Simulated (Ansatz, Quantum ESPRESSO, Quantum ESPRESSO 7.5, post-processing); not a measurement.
# Ballistic transmission: In chain with one bond drawn out by 1.5 Å

Aim: the zero-bias transmission with pwcond for this junction: In chain with one bond drawn out by 1.5 Å.

Main program and level: Quantum ESPRESSO 7.5; plane-wave DFT, LDA, GBRV ultrasoft pseudopotentials (cross-check by Ansatz 0.2.0 with PAW datasets).

This is a report of a sequence of runs, with most program output left out.

## (1) The structure

The cell holds 10 atoms: 10 In. Cell: a = 7.500 Å, b = 7.500 Å, c = 31.000 Å, α = 90.0°, β = 90.0°, γ = 90.0°. Regions: left lead, 5 atoms (5 In); right lead, 5 atoms (5 In). Vacuum lies along a and b. The structure is stacked along c, and the current runs across the ab planes.

Structure file:

```cif
data_structure
_symmetry_space_group_name_H-M 'P 1'
_symmetry_Int_Tables_number 1
_cell_length_a 7.5000
_cell_length_b 7.5000
_cell_length_c 31.0000
_cell_angle_alpha 90.000
_cell_angle_beta 90.000
_cell_angle_gamma 90.000
_cell_volume 1743.75
loop_
_atom_site_label
_atom_site_type_symbol
_atom_site_fract_x
_atom_site_fract_y
_atom_site_fract_z
_atom_site_occupancy
In1 In 0.50000 0.50000 0.00000 1
In2 In 0.50000 0.50000 0.09516 1
In3 In 0.50000 0.50000 0.19032 1
In4 In 0.50000 0.50000 0.28548 1
In5 In 0.50000 0.50000 0.38065 1
In6 In 0.50000 0.50000 0.52419 1
In7 In 0.50000 0.50000 0.61935 1
In8 In 0.50000 0.50000 0.71452 1
In9 In 0.50000 0.50000 0.80968 1
In10 In 0.50000 0.50000 0.90484 1
```

## (2) Ground state

One periodic cell holds a stretch of lead, the junction and more lead; the atoms stay as built.

scf.in

```
&control
  prefix = 'scf'
  outdir = './out'
  pseudo_dir = './pseudo'
  calculation = 'scf'
  tprnfor = .true.
/
&system
  ibrav = 0
  nat = 10
  ntyp = 1
  ecutwfc = 34
  ecutrho = 170
  occupations = 'smearing'
  smearing = 'mv'
  degauss = 0.01
/
&electrons
  conv_thr = 1e-07
  mixing_beta = 0.25
  electron_maxstep = 120
  mixing_mode = 'local-TF'
/
ATOMIC_SPECIES
  In  114.8180  in_lda_v1.4.uspp.F.UPF
CELL_PARAMETERS angstrom
  7.50000000000000 0.00000000000000 0.00000000000000
  0.00000000000000 7.50000000000000 0.00000000000000
  0.00000000000000 0.00000000000000 31.00000000000000
ATOMIC_POSITIONS crystal
  In  0.500000000000 0.500000000000 0.000000000000
  In  0.500000000000 0.500000000000 0.095161290323
  In  0.500000000000 0.500000000000 0.190322580645
  In  0.500000000000 0.500000000000 0.285483870968
  In  0.500000000000 0.500000000000 0.380645161290
  In  0.500000000000 0.500000000000 0.524193548387
  In  0.500000000000 0.500000000000 0.619354838710
  In  0.500000000000 0.500000000000 0.714516129032
  In  0.500000000000 0.500000000000 0.809677419355
  In  0.500000000000 0.500000000000 0.904838709677
K_POINTS automatic
  1 1 3 0 0 0
```

Started as:

```sh
$ OMP_NUM_THREADS=1 mpirun -n 4 pw.x -nk 1 -in scf.in > scf.out
```

The job ended after 82 s (4 MPI ranks of Arm Neoverse V2, shared host; peak memory 1.9 GiB).

Read from the output:

- free energy: -18093.5297 eV
- Fermi energy: -1.422 eV

The program's own clock; routines nest. Time by routine:

```
     routine  wall time (s)  calls
       PWSCF          81.46      1
   electrons          78.34      1
     c_bands           50.4     16
     cegterg          49.38     32
       h_psi          32.59    131
        fftw          27.32  14754
    vloc_psi          24.48    131
    sum_band          13.15     16
     mix_rho           8.63     16
        newd           6.22     17
      calbec           5.92    171
        ffts           5.21   1878
h_psi:calbec           3.95    131
       s_psi           3.91    131
```

The run needed 16 iterations to bring the estimated error under 1e-07 Ry; the largest force on any atom, held or free, is 0.37 eV/Å.

## (3) The open system

prefixt takes both regions from one run: the lead from 0 to bdl, the scattering region from bdl to bds (units of alat). ikind = 1 puts the same lead on both sides. The program's T_tot counts both spins in a run without spin; the tables below give T per spin.

cond.in

```
&inputcond
  outdir = './out'
  prefixt = 'scf'
  tran_file = 'cond.dat'
  bdl = 0.7866666667
  bds = 4.1333333333
  ikind = 1
  ewind = 4.0
  epsproj = 1e-05
  nz1 = 7
  energy0 = 2.0
  denergy = -0.1
/
1
  0.00000000 0.00000000 1.00000000
41
```

Started as:

```sh
$ OMP_NUM_THREADS=1 mpirun -n 4 pwcond.x -in cond.in > cond.out
```

Run time: 2.7 min. Hardware: 4 MPI ranks; peak memory 0.42 GiB; 11 min of CPU time.

Read from the output:

```
lead channels at the Fermi level, one spin : 3
transmission at the Fermi level, one spin  : 1.139
conductance                                : 1.139 G₀
```

Per spin. The open channels by energy, zero at the Fermi level:

```
energy (eV)  open channels
      -2.00              0
      -1.90              0
      -1.70              0
      -1.60              0
      -1.40              0
      -1.30              0
      -1.20              1
      -1.00              1
      -0.90              1
      -0.80              1
      -0.60              1
      -0.50              1
      -0.30              1
      -0.20              1
      -0.10              3
       0.00              3
       0.10              3
       0.20              3
       0.30              3
       0.50              3
       0.60              3
       0.80              3
       0.90              3
       1.00              3
       1.20              3
       1.30              3
       1.40              3
       1.60              3
       1.70              3
       1.90              3
       2.00              3
```

Per spin. The transmission by energy, zero at the Fermi level:

```
energy (eV)  transmission
      -2.00             0
      -1.90             0
      -1.80             0
      -1.70             0
      -1.60             0
      -1.50             0
      -1.40             0
      -1.20         0.240
      -1.10         0.337
      -1.00         0.367
      -0.90         0.383
      -0.80         0.396
      -0.70         0.408
      -0.60         0.420
      -0.50         0.431
      -0.40         0.442
      -0.30         0.452
      -0.20         0.462
      -0.10         0.875
       0.00          1.14
       0.10         0.951
       0.20         0.815
       0.30         0.775
       0.40         0.771
       0.50         0.774
       0.60         0.777
       0.70         0.781
       0.80         0.793
       0.90         0.818
       1.00         0.875
       1.10         0.822
       1.20         0.883
       1.40         0.941
       1.50         0.957
       1.60         0.969
       1.70         0.979
       1.80         0.990
       1.90          1.00
       2.00          1.01
```

The program's own clock; routines nest. Time by routine:

```
     routine  wall time (s)  calls
      PWCOND          164.4      1
scatter_forw          133.9     82
      compbs          17.54     41
    compbs_2          14.51     41
       local            9.8      1
        init           0.76      1
       poten           0.09      1
```

At no point does T exceed the number of channels.

## (4) Transmission with pwcond.x, with ewind = 2.0 and epsproj = 0.001

How much does a setting matter? One run is repeated with a change.

cond.w.in

```
&inputcond
  outdir = './out'
  prefixt = 'scf'
  tran_file = 'cond.w.dat'
  bdl = 0.7866666667
  bds = 4.1333333333
  ikind = 1
  ewind = 2.0
  epsproj = 0.001
  nz1 = 7
  energy0 = 2.0
  denergy = -0.1
/
1
  0.00000000 0.00000000 1.00000000
41
```

Started as:

```sh
$ OMP_NUM_THREADS=1 mpirun -n 4 pwcond.x -in cond.w.in > cond.w.out
```

Elapsed: 43 s, on 4 MPI ranks; peak memory 0.38 GiB; 2.9 min of CPU time.

The changed values were drawn from a wide range, not chosen for quality; the comparison shows what they did here together.

Beside the run it was changed from:

```
                                  quantity  this run  unchanged run  difference
 transmission at the Fermi level, one spin     1.114          1.139      -0.025
lead channels at the Fermi level, one spin         3              3           0
                             wall time (s)        43            165
```

Over all energies T moves by up to 0.11, at -0.1 eV.

The physical values in this table move by up to 2.2 %.

## (5) The same in Ansatz

A second code with its own PAW datasets, on the same atoms.

Level of this step: plane-wave DFT, LDA, Ansatz PAW (Ansatz 0.2.0).

input.yaml

```yaml
crystal:
  lattice:
    - [7.5, 0.0, 0.0]
    - [0.0, 7.5, 0.0]
    - [0.0, 0.0, 31.0]
  atoms:
    - { symbol: In, position: [0.5, 0.5, 0.0] }
    - { symbol: In, position: [0.5, 0.5, 0.0951612903] }
    - { symbol: In, position: [0.5, 0.5, 0.1903225806] }
    - { symbol: In, position: [0.5, 0.5, 0.285483871] }
    - { symbol: In, position: [0.5, 0.5, 0.3806451613] }
    - { symbol: In, position: [0.5, 0.5, 0.5241935484] }
    - { symbol: In, position: [0.5, 0.5, 0.6193548387] }
    - { symbol: In, position: [0.5, 0.5, 0.714516129] }
    - { symbol: In, position: [0.5, 0.5, 0.8096774194] }
    - { symbol: In, position: [0.5, 0.5, 0.9048387097] }
kpoints:
  mp_grid: { grid: [1, 1, 4] }
hamiltonian:
  xc: lda
scf:
  occupations: { method: fermi_dirac, width: 0.1 }
  convergence: { dr2_threshold: 1.0e-08 }
output:
  transmission:
    leads: [[0, 1]]
    e_range: [-2.0, 2.0]
    de: 0.05
    kmesh: [1, 1]
    reduced_basis: true
  write_potential: true
  write_density: true
  volumetric_format: npy
  elf: true
```

Started as:

```sh
$ ansatz run input.yaml --threads 4 --pin off --max-ram 8192MiB --backend cpu --events-out ev --progress --plain --runs-dir out
```

Wall time 27 s (4 threads); peak memory 2.3 GiB; 99 s of CPU time.

Read from the output:

| Item | Value |
| --- | --- |
| free energy | -54555.0850 eV |
| energy at zero smearing | -54554.6880 eV |
| smearing term TS | 0.7940 eV |
| Fermi energy | -1.409 eV |
| symmetry operations | 16 |
| transmission at the Fermi level, one spin | 0.9195 |
| step of the lead's Hamiltonian over a period | 11.1 meV |

Per spin. Transmission against energy, zero at the Fermi level:

energy (eV), transmission and a bar:
```
   -2.000       0.00 
   -1.800       0.00 
   -1.600       0.00 
   -1.400       0.00 
   -1.200       0.21 ######
   -1.000       0.33 ##########
   -0.800       0.38 ###########
   -0.600       0.41 ############
   -0.400       0.43 #############
   -0.200       0.45 #############
    0.000       0.92 ###########################
    0.050       0.94 ############################
    0.200       0.86 ##########################
    0.400       0.79 ########################
    0.600       0.79 #######################
    0.800       0.82 ########################
    1.000       0.86 ##########################
    1.200       0.90 ###########################
    1.400       0.94 ############################
    1.600       0.97 #############################
    1.800       0.99 #############################
    2.000       1.01 ##############################
```

Per spin. Table of open channels by energy, zero at the Fermi level:

```
energy (eV)  open channels
      -2.00              0
      -1.85              0
      -1.70              0
      -1.60              0
      -1.45              0
      -1.30              0
      -1.15              1
      -1.05              1
      -0.90              1
      -0.75              1
      -0.60              1
      -0.50              1
      -0.35              1
      -0.20              1
      -0.05              3
       0.00              3
       0.05              3
       0.20              3
       0.35              3
       0.50              3
       0.60              3
       0.75              3
       0.90              3
       1.05              3
       1.15              3
       1.30              3
       1.45              3
       1.60              3
       1.70              3
       1.85              3
       2.00              3
```

ELF in the ca plane at fractional y = 0.500, with atoms of In within 0.2 Å of it. It is the smooth field of the valence electrons, not physical close to the nuclei.

Ten even steps from '0' (0.00) to '9' (0.55), each cell a mean:
```
00000000000000000000000000000000000000000000
00000000000000000000000000000000000000000000
11111000122211111111111111112111011221110112
34432111234433222333332222334322123443221234
67764323456655434455554334566643345666433456
99876544677666655666666555666765456777654567
98655556776555677655567766555666666556666665
96555557765555577555556775555557755555566655
75312457753124577541145775411456654213566542
75100356651002576510025765200256652001566530
75200456652003576520035765300256653002566540
86544557755345577554455775544557755445567554
97555556765555677655556776555567665555666655
99766555777666666666666666666676566666655666
78765433567666545566665445666654346676543567
45543222345544333344443223445432234555322345
22221111223322211222222111223221112332211123
00000000011110000001100000011100000111000001
00000000000000000000000000000000000000000000
00000000000000000000000000000000000000000000
```
Columns run along c (16.0 Å, from fractional 0.48 to 1.00 of the cell), rows up along a (7.5 Å). Atoms in or near the plane, at fractional coordinates: In at (0.00, 0.50), In at (0.52, 0.50), In at (0.62, 0.50), In at (0.71, 0.50), In at (0.81, 0.50), In at (0.90, 0.50).

Electrostatic potential energy in the ca plane at fractional y = 0.500, with atoms of In within 0.2 Å of it. With pseudopotentials it is smooth inside the atoms' cores, unlike the true potential.

Ten even steps from '0' (-46 eV) to '9' (2 eV), each cell a mean:
```
99999999999999999999999999999999999999999999
99999999999999999999999999999999999999999999
99999999999999999999999999999999999999999999
99999999999999999999999999999999999999999999
99999999999999999999999999999999999999999999
99999999999999999999999999999999999999999999
99888899998888999988889999888899998888999998
97544789986446899864468998644689986445899874
85100378861003798620027886200268973001689730
83000168840001688400005885100048861000488610
84000278850002688510016886100158861000588620
86312589873125899742248997422479984213799852
98767899987678999976789999866899998767899987
99989999999999999999999999999999999999999999
99999999999999999999999999999999999999999999
99999999999999999999999999999999999999999999
99999999999999999999999999999999999999999999
99999999999999999999999999999999999999999999
99999999999999999999999999999999999999999999
99999999999999999999999999999999999999999999
```
Columns run along c (16.0 Å, from fractional 0.48 to 1.00 of the cell; values clipped at the 3rd and 97th percentile), rows up along a (7.5 Å). Atoms in or near the plane, at fractional coordinates: In at (0.00, 0.50), In at (0.52, 0.50), In at (0.62, 0.50), In at (0.71, 0.50), In at (0.81, 0.50), In at (0.90, 0.50).

Ansatz finds T = 0.920 against pwcond's 1.14.

## (6) All levels side by side

All levels:

```
                   step  T at the Fermi level (per spin)  conductance (G0)  r.m.s. T(E) from the first  CPU time of the step (s)  peak memory (GiB)
                 Ansatz                           0.9195                 -                           0                     99.16              2.337
                 pwcond                            1.139             1.139                     0.05109                     659.5               0.42
pwcond, changed setting                            1.114             1.114                     0.04616                     173.6               0.38
```

Per spin. The transmission by energy, zero at the Fermi level:

```
energy (eV)  Ansatz  pwcond  pwcond, changed setting
      -2.00       0       0                        0
      -1.90       0       0                        0
      -1.80       0       0                        0
      -1.70       0       0                        0
      -1.60       0       0                        0
      -1.50       0       0                        0
      -1.40       0       0                        0
      -1.20   0.207   0.240                    0.231
      -1.10   0.285   0.337                    0.335
      -1.00   0.327   0.367                    0.366
      -0.90   0.355   0.383                    0.382
      -0.80   0.376   0.396                    0.395
      -0.70   0.394   0.408                    0.407
      -0.60   0.409   0.420                    0.419
      -0.50   0.422   0.431                    0.430
      -0.40   0.434   0.442                    0.441
      -0.30   0.444   0.452                    0.452
      -0.20   0.454   0.462                    0.461
      -0.10   0.675   0.875                    0.766
       0.00   0.920    1.14                     1.11
       0.10   0.919   0.951                     1.03
       0.20   0.859   0.815                    0.848
       0.30   0.814   0.775                    0.785
       0.40   0.792   0.771                    0.774
       0.50   0.785   0.774                    0.778
       0.60   0.790   0.777                    0.780
       0.70   0.802   0.781                    0.784
       0.80   0.820   0.793                    0.793
       0.90   0.841   0.818                    0.814
       1.00   0.863   0.875                    0.855
       1.10   0.884   0.822                    0.750
       1.20   0.905   0.883                    0.876
       1.40   0.940   0.941                    0.943
       1.50   0.954   0.957                    0.962
       1.60   0.966   0.969                    0.975
       1.70   0.978   0.979                    0.987
       1.80   0.988   0.990                    0.998
       1.90   0.999    1.00                     1.01
       2.00    1.01    1.01                     1.02
```

## (7) Worked from the printed numbers

G = 1.14 × 77.48 µS = 88.3 µS a cell, a resistance of 11.3 kΩ.

## (8) Summary of results

```json
{"conductance from T at the Fermi level, a cell (G₀ = 2e²/h)": "1.14 G₀", "lead channels per spin": "3.00", "the same conductance by Ansatz": "0.920 G₀"}
```

In words: The junction conducts 1.14 G₀ a cell at the Fermi level (LDA, GBRV ultrasoft). At the Fermi level the junction passes 38 % of what the leads offer. At the Fermi level pwcond and Ansatz differ by 24 %; unlike potentials, short leads and band edges at slightly different energies can each add to that; the cause was not traced. Over -2 to 2 eV, T lies between 0 and 1.1 per spin. The geometry is as built, not relaxed, and the leads are short.

[Logs are printed without paths, hosts, clocks, repeated set-up lines and the standing remarks that a program may print on its own settings, such as how far it seeks lower states.]

[Hosts, paths, dates, database ids (printed as entryN), source tags and the programs' standing remarks are cut or masked in the printed files.]

[Maps of the electrostatic potential energy from Ansatz leave out the sawtooth potential of an applied field or a dipole correction, so their vacuum need not be flat; planar profiles and work functions include it.]
